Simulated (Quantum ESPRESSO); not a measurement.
# Fe: energy over the lowest against total spin moment, fitted and tested on a withheld row

The database entry behind the starting cell differs from later determinations by our own check (about 0.2 % short), so it need not match the best structure at ambient conditions.

System: Fe, 1 Fe in the cell, space group Im-3m. Cell as run: a = 2.477, b = 2.477, c = 2.477 Å, angles 109.5, 109.5, 109.5°, 1 atoms. From the study “E(M) of Fe”.

Method: LDA; plane waves with GBRV 1.5 LDA potentials (Quantum ESPRESSO 7.5). Settings shared by all rows: cutoff 544.23 eV, 14×14×14 k-mesh, fermi-dirac occupations, smearing width 0.136 eV. The cell holds one seeded atom, so opposed orders, which may lie lower, cannot form in it.

Results; the value marked ? is withheld:

```csv
total spin moment (μB a cell),energy over the lowest (meV a cell)
0,399.2
0.302,386.3
0.604,348.5
0.905,289.3
1.207,214.2
1.509,132.5
1.811,?
2.112,5.9
2.2354,0.0
2.414,11.2
2.716,85.6
3.018,281.4
```

Q: What energy over the lowest should the row at total spin moment = 1.811 μB a cell hold? Fit a suitable law to the other rows.

**Law.** Time reversal makes the energy at fixed moment even in the moment, so it is expanded as a Landau series in M². In symbols, E = c0 + c2 M² + c4 M⁴ + c6 M⁶, with energy over the lowest in meV a cell.

**Fit.** Least squares on 11 rows gives c0 = 399.846, c2 = -145.343, c4 = 11.39 and c6 = 0.34495.

```csv
total spin moment (μB a cell),computed,fit,computed − fit
0,399.2,399.85,-0.65
0.302,386.3,386.69,-0.39
0.604,348.5,348.36,0.14
0.905,289.3,288.64,0.66
1.207,214.2,213.34,0.86
1.509,132.5,132.02,0.48
2.112,5.9,8.77,-2.87
2.2354,0.0,1.02,-1.02
2.414,11.2,7.92,3.28
2.716,85.6,85.95,-0.35
3.018,281.4,281.61,-0.21
```

The fit has a minimum at M = 2.27 μB a cell. Its quadratic term is negative, which makes M = 0 a maximum of the fitted curve.

**Prediction.** At total spin moment = 1.811 μB a cell the law predicts 57.85 meV a cell. The computed value is 57.3 meV a cell, 0.55 below the prediction. The row lies between fitted rows, so this is an interpolation. The miss is smaller than the rms residual of the fit, 1.42.

[Logs and program files are shortened in this print: banners, set-up blocks, solver, clock and traceback lines can be left out without a mark of their own.]

[Logs are printed without paths, hosts, clocks, repeated set-up lines and the standing remarks that a program may print on its own settings, such as how far it seeks lower states.]

[Hosts, paths, dates, database ids (printed as entryN), source tags and the programs' standing remarks are cut or masked in the printed files.]

[Where a cell is said to come from a database of computed structures, the database is the Materials Project.]
